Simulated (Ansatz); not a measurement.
# k-point convergence of GW for LiNbO3 (R3c)

Aim: the G0W0 gap of LiNbO3 (R3c) on a series of meshes, at fixed bands and cutoff.

Program: Ansatz 0.2.0. Level of theory: G0W0 on PBE, plane waves, PAW; PAW set soft_1. Results are calculated unless marked as measured.

## (1) The structure

Symmetry: R3c, No. 161, trigonal system. Conventional cell: a = 5.152 Å, b = 5.152 Å, c = 13.869 Å, α = 90.00°, β = 90.00°, γ = 120.00°. Li has 6 O at 2.07 to 2.24 Å nearest. Nearest to Nb lie 6 O at 1.88 to 2.13 Å. O has 2 Nb at 1.88 to 2.13 Å and 2 Li at 2.07 to 2.24 Å nearest. Farther neighbours and most contacts between anions are not listed.

Coordinates:

```cif
data_structure
_symmetry_space_group_name_H-M 'P 1'
_symmetry_Int_Tables_number 1
_cell_length_a 5.4971
_cell_length_b 5.4971
_cell_length_c 5.4971
_cell_angle_alpha 55.883
_cell_angle_beta 55.883
_cell_angle_gamma 55.883
_cell_volume 106.25
loop_
_atom_site_label
_atom_site_type_symbol
_atom_site_fract_x
_atom_site_fract_y
_atom_site_fract_z
_atom_site_occupancy
Li1 Li 0.28150 0.28150 0.28150 1
Li2 Li 0.78150 0.78150 0.78150 1
Nb3 Nb 0.00006 0.00006 0.00006 1
Nb4 Nb 0.50006 0.50006 0.50006 1
O5 O 0.11231 0.35836 0.71959 1
O6 O 0.71959 0.11231 0.35836 1
O7 O 0.35836 0.71959 0.11231 1
O8 O 0.21959 0.85836 0.61231 1
O9 O 0.85836 0.61231 0.21959 1
O10 O 0.61231 0.21959 0.85836 1
```

The cell and positions come from the Crystallography Open Database and are kept as given unless a step says otherwise.

## (2) The 2×2×2 mesh

Now the one-shot GW correction: screening in the RPA, then the self-energy of the levels asked for. This step takes PAW set soft_1 files.

Contents of input.yaml:

```yaml
crystal:
  lattice:
    - [2.5758, 1.4871388234, 4.623]
    - [-2.5758, 1.4871388234, 4.623]
    - [0.0, -2.9742776468, 4.623]
  atoms:
    - { symbol: Li, position: [0.2815, 0.2815, 0.2815] }
    - { symbol: Li, position: [0.7815, 0.7815, 0.7815] }
    - { symbol: Nb, position: [5.5e-05, 5.5e-05, 5.5e-05] }
    - { symbol: Nb, position: [0.500055, 0.500055, 0.500055] }
    - { symbol: O, position: [0.11231, 0.35836, 0.71959] }
    - { symbol: O, position: [0.71959, 0.11231, 0.35836] }
    - { symbol: O, position: [0.35836, 0.71959, 0.11231] }
    - { symbol: O, position: [0.21959, 0.85836, 0.61231] }
    - { symbol: O, position: [0.85836, 0.61231, 0.21959] }
    - { symbol: O, position: [0.61231, 0.21959, 0.85836] }
kpoints:
  mp_grid: { grid: [2, 2, 2] }
hamiltonian:
  xc: pbe
  pseudopotentials: { kind: paw, azcp: { folder: soft_1 } }
scf:
  occupations: { method: fixed }
gw:
  n_empty_bands: 241
  ecut_chi: 100
  qp_bands: [v3, c3]
  qp_kpoints: band_edges
  screening: { model: contour_deformation }
```

The run is started by

```console
ansatz run input.yaml --threads 3 --pin off --max-ram 92160MiB --backend cuda --events-out ev --progress --plain --runs-dir out --devices 1 --max-vram 13GiB
```

Numbers of over 12 decimals in the logs are rounded to 6 here.

What it wrote:

```text
GPUs: using 1 of 1 available (devices: 1).
Engine: ansatz 0.2.0, x86_64-unknown-linux-gnu
Pseudopotentials: kind: paw
Pseudopotential: Li, paw, valence charge 3, recommended cutoff 420 eV (normal), soft_1/Li.paw.azcp
Pseudopotential: Nb, paw, valence charge 13, recommended cutoff 420 eV (normal), soft_1/Nb.paw.azcp
Pseudopotential: O, paw, valence charge 6, recommended cutoff 420 eV (normal), soft_1/O.paw.azcp
Functional definition: PBE
  parameter kappa = 0.804
  parameter beta = 0.066725
  exchange = pbe_x(kappa = kappa, mu = beta*pi^2/3)
  correlation = pbe_c(beta = beta)
concurrent solve slots: 2 of 3 are kept, ahead of what memory takes: no pass of the eigensolver takes more rounds on 2
device memory: the entry about to start is reckoned to put 1.7 GiB on a device that reports 37.6 GiB free (of which the cap on the GPU budget leaves the run 13.0 GiB)
GPU FFT provider: cuFFT
GPU libraries: cuBLAS 13.8.2, cuFFT 12.4.0, cuSOLVER 12.3.4
Crystal: 10 atoms, lattice volume = 106.252 Å³
Basis set: ecut = 420 eV, 2091 PW (Γ)
Bands: 44, of which v1, the nominal top of the filled ones, is band 34 counted from 1 (33 counted from 0)
Symmetry: 6 space group operations
Space group: R3c (ITA 161), of the structure as read, at distance tolerance 4.7e-5 Å
k-points: 4 of 8
Non-local potential: Li, projectors of the file, l = 0: 3, l = 1: 2, l = 2: 1
Non-local potential: Nb, projectors of the file, l = 0: 3, l = 1: 2, l = 2: 2, l = 3: 1
Non-local potential: O, projectors of the file, l = 0: 2, l = 1: 2, l = 2: 1
PAW form: soft (Blöchl's): semilocal exchange-correlation on the pseudo side does not see the compensation charge
PAW one-centre angular grid: Li, 110 points (default); XC on 96 Gauss nodes
PAW one-centre angular grid: Nb, 590 points (default); XC on 64 Gauss nodes
PAW one-centre angular grid: O, 110 points (default); XC on 64 Gauss nodes
Initial density: superposition of atomic densities (chi_scale 0.1, normalization cell, long waves kept (reshape's long-wave potential 0.00 eV rms))
Initial wavefunctions: pseudopotential atomic-orbital guess
GPU buffer pool allocated for 64000 grid points (all kernels)
GPU transforms: local potential and band sums: pruned to the plane-wave sphere, on 40×40×40
Functional: x = pbe(κ = 0.804, μ = 0.219515), c = pbe(β = 0.066725)
SCF iter   1: F=—  HF=-12931.241999 eV  |F-HF|=—  |Δ(HF+E_count)|=         —  Δρ=9.55e-2  dr2=1.00e1  ethr=3.10e-3  ⟨swp⟩=4.0  Hψ=603  notcnv=0  defer=17
preconditioner: auto → Resta (q_TF=auto, 2.533 Å⁻¹)  ε∞=4.9  [insulator: Δε(μ)=4.999 eV  Ē_g=12.710 eV  n_scr=26 (ndim 8)  ℏωp=25.0 eV  f_vac=0.000  ε∞_Penn≈4.9]
SCF iter   2: F=—  HF=-12929.527891 eV  |F-HF|=—  |Δ(HF+E_count)|=    1.71e0  Δρ=4.64e-2  dr2=9.74e-1  ethr=3.10e-3  ⟨swp⟩=2.0  Hψ=331  notcnv=0  defer=18
SCF iter   3: F=—  HF=-12929.454800 eV  |F-HF|=—  |Δ(HF+E_count)|=   7.31e-2  Δρ=2.20e-2  dr2=3.20e-1  ethr=1.43e-3  ⟨swp⟩=2.0  Hψ=247  notcnv=0  defer=28
SCF iter   4: F=—  HF=-12929.473104 eV  |F-HF|=—  |Δ(HF+E_count)|=   1.83e-2  Δρ=9.52e-3  dr2=5.87e-2  ethr=4.71e-4  ⟨swp⟩=2.0  Hψ=171  notcnv=0  defer=32
SCF iter   5: F=—  HF=-12929.481734 eV  |F-HF|=—  |Δ(HF+E_count)|=   8.63e-3  Δρ=2.18e-3  dr2=3.81e-3  ethr=8.63e-5  ⟨swp⟩=3.0  Hψ=307  notcnv=0  defer=32
SCF iter   6: F=—  HF=-12929.482825 eV  |F-HF|=—  |Δ(HF+E_count)|=   1.09e-3  Δρ=3.11e-4  dr2=1.23e-4  ethr=5.60e-6  ⟨swp⟩=2.0  Hψ=235  notcnv=0  defer=32
SCF iter   7: F=—  HF=-12929.482886 eV  |F-HF|=—  |Δ(HF+E_count)|=   6.16e-5  Δρ=4.76e-5  dr2=2.94e-6  ethr=1.81e-7  ⟨swp⟩=2.0  Hψ=233  notcnv=0  defer=14
SCF iter   8: F=—  HF=-12929.482890 eV  |F-HF|=—  |Δ(HF+E_count)|=   3.52e-6  Δρ=1.01e-5  dr2=1.15e-7  ethr=4.33e-9  ⟨swp⟩=2.2  Hψ=295  notcnv=0  defer=13
SCF iter   9: F=-12929.482890 eV  HF=-12929.482890 eV  |F-HF|=2.44e-9  |Δ(HF+E_count)|=   1.48e-7  Δρ=2.93e-6  dr2=1.13e-8  ethr=1.47e-10  ⟨swp⟩=9.0  Hψ=571  notcnv=0
[...]
device memory: the entry about to start is reckoned to put 2.8 GiB on a device that reports 37.6 GiB free (of which the cap on the GPU budget leaves the run 13.0 GiB)
NSCF: frozen V_eff on 4 k-points
G₀W₀ screening: q 1/4
[... further progress lines ...]
device memory: the entry about to start is reckoned to put 0.7 GiB on a device that reports 37.4 GiB free (of which the cap on the GPU budget leaves the run 13.0 GiB)
NSCF: frozen V_eff on 1 k-points
device memory: the entry about to start is reckoned to put 0.7 GiB on a device that reports 37.4 GiB free (of which the cap on the GPU budget leaves the run 13.0 GiB)
NSCF: frozen V_eff on 1 k-points
device memory: the entry about to start is reckoned to put 0.7 GiB on a device that reports 37.4 GiB free (of which the cap on the GPU budget leaves the run 13.0 GiB)
NSCF: frozen V_eff on 1 k-points
SCF converged after 9 iterations
Free energy (F): -12929.482890 eV
Harris-Foulkes:  -12929.482890 eV  (|F-HF|=2.44e-9)
Internal energy: -12929.482890 eV  (E = F + TS)
E sigma→0 (E₀):  -12929.482890 eV
Fermi energy:    7.237649 eV
--- Per-component energies (eV) ---
  E_band       = -524.144997
  E_kinetic    = 1794.865784
  E_local      = -4202.658707  (includes V_loc(G=0)·N_el)
  E_nonlocal   = 453.180900
  E_hartree    = 1466.530830
  E_xc         = -782.168387
  E_vxc        = -976.379123  (∫ρ·V_xc dr)
  E_paw        = -7185.324243  (= ΣΔE_a)
  E_vpaw       = -526.220806  (= ΣTr[D̂ρ^β])
  E_aug_tail   = 0.005263  (compensation charges beyond the density's cutoff)
  E_ewald      = -4473.914330
  E_smearing   = -0.000000  (= −TS)
  E_closure    = 0.000000  (closes the sum)
  Σ components = -12929.482890   (vs F -12929.482890, Δ=0.00e0)
--- Band table (eV) ---
  k-point 0: bands = [... 30 lower, 6.5487, 6.7670, 7.2376, 7.2376, 10.8463, 10.8463, 11.3153, 12.4291, ... 6 higher]
  k-point 1: bands = [... 30 lower, 6.9483, 6.9483, 7.0233, 7.0233, 11.1538, 11.1538, 11.9769, 11.9769, ... 6 higher]
  k-point 2: bands = [... 30 lower, 6.5352, 6.5989, 6.7729, 7.0531, 10.9355, 11.4226, 11.8718, 11.9202, ... 6 higher]
  k-point 3: bands = [... 30 lower, 6.9258, 6.9258, 6.9258, 6.9258, 11.8996, 11.8996, 12.0992, 12.0992, ... 6 higher]
--- G₀W₀: contour deformation, 6 samples at zero and on the imaginary axis and 1 off it, 8 q-points, 241 empty bands' worth ---
  eigenvalues of the whole cell's RPA ε∞ on this k-mesh (on a slab, of 1 + 4πα/V) = 5.2127, 5.2127, 5.2591; static W/v taken at q = 0 is 0.191298
  bands read: the sum over 275 bands ends inside a degenerate multiplet in 2 slots, whose members it reads at an even weight; the widest, k=3: bands 273 to 276 (counted from 1) at 3/4 each
  gw.qp_kpoints: band_edges: 4 of 4 stored k-points solved, in 1 pass; an edge of the gap read off the rows below is read off those points alone
    ik  band        ε_KS         Σx   Σc(E_QP)       V_xc       Z   E_QP_lin       E_QP  E_QP is
     0    32      6.7670   -26.0600     5.0185   -20.5783  0.7336     6.2999     6.3038  root
     0    33      7.2376   -25.9210     4.8582   -20.6808  0.7331     6.8531     6.8556  root
     0    34      7.2376   -25.9210     4.8582   -20.6808  0.7331     6.8531     6.8556  root
     0    35     10.8463   -13.6168    -4.9085   -19.6761  0.7740    12.0163    11.9970  root
     0    36     10.8463   -13.6168    -4.9085   -19.6761  0.7740    12.0163    11.9970  root
     0    37     11.3153   -13.9011    -4.8688   -19.9142  0.7676    12.4800    12.4594  root
     1    32      6.9483   -25.8975     4.8830   -20.5956  0.7329     6.5263     6.5294  root
     1    33      7.0233   -25.8130     4.8851   -20.5076  0.7318     6.5997     6.6029  root
     1    34      7.0233   -25.8130     4.8851   -20.5076  0.7318     6.5997     6.6029  root
     1    35     11.1538   -13.7698    -4.9722   -19.8986  0.7702    12.3308    12.3103  root
     1    36     11.1538   -13.7698    -4.9722   -19.8986  0.7702    12.3308    12.3103  root
     1    37     11.9769   -14.3426    -5.0207   -20.5864  0.7590    13.2265    13.1999  root
     2    32      6.5989   -26.3396     4.7831   -21.1389  0.7400     6.1782     6.1812  root
     2    33      6.7729   -26.2945     4.7863   -21.1037  0.7378     6.3656     6.3684  root
[...]
3    33      6.9258   -25.6733     4.8706   -20.3785  0.7309     6.4983     6.5016  root
     3    34      6.9258   -25.6733     4.8706   -20.3785  0.7309     6.4983     6.5016  root
     3    35     11.8996   -13.7826    -5.2517   -20.2092  0.7602    13.0994    13.0746  root
     3    36     11.8996   -13.7826    -5.2517   -20.2092  0.7602    13.0994    13.0746  root
     3    37     12.0992   -14.6859    -5.1457   -21.1003  0.7553    13.3983    13.3680  root
```

It took 13 s on 1 × NVIDIA H100 80GB HBM3 (shared by 6 runs) with 3 threads of AMD EPYC 7R13 (Zen 3), shared host; peak memory 1.1 GiB.

Reading the cycles: dr2 is the Hartree energy of the density residual (eV), the measure of convergence; HF is the Harris–Foulkes estimate of the energy, which meets the free energy F at convergence.

Numbers from this step:

```yaml
bands_summed: 275
rpa_eps_infinity_on_this_mesh_eigenvalues: 5.213, 5.213, 5.259
plane_waves_in_the_screening_matrix: 247
q_points_in_the_mesh: 8
g0w0_gap_on_the_mesh: 5.141 eV
k_of_the_valence_top: 0, 0, 0
k_of_the_conduction_bottom: 0, 0, 0
starting_gap_on_the_mesh: 3.609 eV
z_at_the_valence_top: 0.7331
z_at_the_conduction_bottom: 0.7740
least_direct_g0w0_gap_on_the_computed_points: 5.141 eV
```

The gap on the mesh goes from 3.61 eV to 5.14 eV, a correction of +1.53 eV. Between the two edge states, bare exchange in place of the xc potential would open the gap by 11.30 eV, and correlation takes back 9.77 eV.

## (3) The 4×4×4 mesh

A second mesh at equal bands and cutoff isolates the sampling error.

Changes to input.yaml since step 2:

```diff
@@ -17,3 +17,3 @@
 kpoints:
-  mp_grid: { grid: [2, 2, 2] }
+  mp_grid: { grid: [4, 4, 4] }
 hamiltonian:
```

What it wrote:

```text
GPUs: using 1 of 1 available (devices: 1).
[...]
GPU FFT provider: cuFFT
GPU libraries: cuBLAS 13.8.2, cuFFT 12.4.0, cuSOLVER 12.3.4
Crystal: 10 atoms, lattice volume = 106.252 Å³
Basis set: ecut = 420 eV, 2091 PW (Γ)
Bands: 44, of which v1, the nominal top of the filled ones, is band 34 counted from 1 (33 counted from 0)
[... 1 set-up line as in the run before ...]
[...]
k-points: 13 of 64 (time reversal used)
[...]
GPU buffer pool allocated for 64000 grid points (all kernels)
[...]
SCF iter   1: F=—  HF=-12931.266377 eV  |F-HF|=—  |Δ(HF+E_count)|=         —  Δρ=9.52e-2  dr2=9.94e0  ethr=3.10e-3  ⟨swp⟩=4.0  Hψ=2010  notcnv=0  defer=61
[...]
SCF iter   9: F=-12929.529234 eV  HF=-12929.529234 eV  |F-HF|=2.78e-9  |Δ(HF+E_count)|=   1.64e-7  Δρ=1.91e-6  dr2=4.01e-9  ethr=1.47e-10  ⟨swp⟩=9.2  Hψ=1875  notcnv=0
SCF 1 converged in 9 iterations: F = -12929.529234 eV  dr2 = 4.01e-9
[...]
0    32      6.7578   -25.9670     4.9262   -20.5814  0.7352     6.2945     6.2983  root
     0    33      7.2279   -25.7868     4.7317   -20.6816  0.7353     6.8522     6.8545  root
     0    34      7.2279   -25.7868     4.7317   -20.6816  0.7353     6.8522     6.8545  root
     0    35     10.8490   -13.7809    -4.7502   -19.6755  0.7770    12.0113    11.9934  root
     0    36     10.8490   -13.7809    -4.7502   -19.6755  0.7770    12.0113    11.9934  root
     0    37     11.3180   -14.0311    -4.7398   -19.9127  0.7694    12.4798    12.4599  root
     1    32      6.8301   -25.6584     4.7363   -20.5040  0.7344     6.4089     6.4120  root
     1    33      7.0270   -25.4550     4.7426   -20.3005  0.7330     6.6121     6.6151  root
[...]
12    34      6.9163   -25.5578     4.7620   -20.3797  0.7328     6.4971     6.5002  root
    12    35     11.9014   -13.8561    -5.1749   -20.2080  0.7612    13.1031    13.0785  root
    12    36     11.9014   -13.8561    -5.1749   -20.2080  0.7612    13.1031    13.0785  root
    12    37     12.0999   -14.7308    -5.1026   -21.0986  0.7552    13.3956    13.3652  root
[key lines of the parts left out:]
SCF converged after 9 iterations
Free energy (F): -12929.529234 eV
Fermi energy:    7.227932 eV
```

Run time: 22 s. Hardware: 1 × NVIDIA H100 80GB HBM3 (shared by 6 runs) with 3 threads; peak memory 1.3 GiB; 37 s of CPU time.

This step gave:

```yaml
bands_summed: 275
rpa_eps_infinity_on_this_mesh_eigenvalues: 4.966, 5.175, 5.175
plane_waves_in_the_screening_matrix: 247
q_points_in_the_mesh: 64
g0w0_gap_on_the_mesh: 5.134 eV
k_of_the_valence_top: 0, 0, 0
k_of_the_conduction_bottom: 0, 0.25, -0.5
starting_gap_on_the_mesh: 3.619 eV
z_at_the_valence_top: 0.7353
z_at_the_conduction_bottom: 0.7780
least_direct_g0w0_gap_on_the_computed_points: 5.139 eV
```

Against the run with 2×2×2 mesh, 241 empty bands, screening to 100 eV, PAW set soft_1 files, the gap moves by −0.007 eV. A band edge is found at another k point on this mesh.

## (4) The 6×6×6 mesh

Changes to input.yaml since step 3:

```diff
@@ -17,3 +17,3 @@
 kpoints:
-  mp_grid: { grid: [4, 4, 4] }
+  mp_grid: { grid: [6, 6, 6] }
 hamiltonian:
```

What it wrote:

```text
GPUs: using 1 of 1 available (devices: 1).
[...]
GPU FFT provider: cuFFT
GPU libraries: cuBLAS 13.8.2, cuFFT 12.4.0, cuSOLVER 12.3.4
Crystal: 10 atoms, lattice volume = 106.252 Å³
Basis set: ecut = 420 eV, 2091 PW (Γ)
Bands: 44, of which v1, the nominal top of the filled ones, is band 34 counted from 1 (33 counted from 0)
[... 1 set-up line as in the run before ...]
[...]
k-points: 32 of 216 (time reversal used)
[...]
1    33      7.0954   -25.5076     4.7231   -20.3887  0.7338     6.6968     6.6995  root
[...]
31    34      6.9163   -25.5464     4.7514   -20.3797  0.7329     6.4979     6.5010  root
    31    35     11.9015   -13.8649    -5.1662   -20.2080  0.7613    13.1029    13.0784  root
    31    36     11.9015   -13.8649    -5.1662   -20.2080  0.7613    13.1029    13.0784  root
    31    37     12.1000   -14.7365    -5.0972   -21.0986  0.7553    13.3951    13.3649  root
[key lines of the parts left out:]
SCF converged after 9 iterations
Free energy (F): -12929.529795 eV
Fermi energy:    7.235431 eV
```

It took 2.6 min on 1 × NVIDIA H100 80GB HBM3 (shared by 6 runs) with 3 threads; peak memory 1.8 GiB.

Numbers from this step:

```yaml
bands_summed: 275
rpa_eps_infinity_on_this_mesh_eigenvalues: 4.951, 5.171, 5.171
plane_waves_in_the_screening_matrix: 247
g0w0_gap_on_the_mesh: 5.125 eV
k_of_the_valence_top: 0.1667, 0.1667, 0.1667
k_of_the_conduction_bottom: 0, 0.3333, -0.5
starting_gap_on_the_mesh: 3.609 eV
least_direct_g0w0_gap_on_the_computed_points: 5.137 eV
```

Against the run with 4×4×4 mesh, 241 empty bands, screening to 100 eV, PAW set soft_1 files, the gap moves by −0.009 eV. A band edge is found at another k point on this mesh.

## (5) The meshes together

Times are wall times on 1 × NVIDIA H100 80GB HBM3 (shared by 6 runs) with 3 threads of AMD EPYC 7R13 (Zen 3), shared host, good to a factor of about two.

| mesh | points | irreducible | start (eV) | G0W0 (eV) | shift (eV) | RPA ε∞ (mean) | time |
| --- | --- | --- | --- | --- | --- | --- | --- |
| 2×2×2 | 8 | 4 | 3.609 | 5.141 | +1.533 | 5.23 | 13 s |
| 4×4×4 | 64 | 13 | 3.619 | 5.134 | +1.515 | 5.10 | 22 s |
| 6×6×6 | 216 | 32 | 3.609 | 5.125 | +1.516 | 5.10 | 2.6 min |

## (6) Results

| Property | Result |
| --- | --- |
| 2×2×2 | 5.141 eV (shift +1.533) |
| 4×4×4 | 5.134 eV (shift +1.515) |
| 6×6×6 | 5.125 eV (shift +1.516) |
| settings | PBE start, 241 empty bands, 100 eV |

**Reading.** The shift is +1.53 eV on 2×2×2 and +1.52 eV on 6×6×6. On 6×6×6 the edges lie at (0.167, 0.167, 0.167) and (0.000, 0.333, 0.500), on 4×4×4 at Γ and (0.000, 0.250, 0.500), so these two shifts belong to different pairs of states. The RPA ε∞ (mean) ranges from 5.10 to 5.23 and ends at 5.10. From 8 to 216 points the time grows 12-fold. Bands and cutoff are modest here, so the values stand off the basis limit. The many-body steps are scalar-relativistic: spin-orbit coupling is not in them.

[Paths, hosts, dates, memory and timing lines, banners, echoed tables and standing remarks are left out of the program output.]

[Logs are printed without paths, hosts, clocks, repeated set-up lines and the standing remarks that a program may print on its own settings, such as how far it seeks lower states.]

[Runs of the session that timed out or met a known fault of the program may be left out.]

[Cells called generated may have been cut or substituted from an entry of the Crystallography Open Database or the Materials Project.]

[Hosts, paths, dates, database ids (printed as entryN), source tags and the programs' standing remarks are cut or masked in the printed files.]
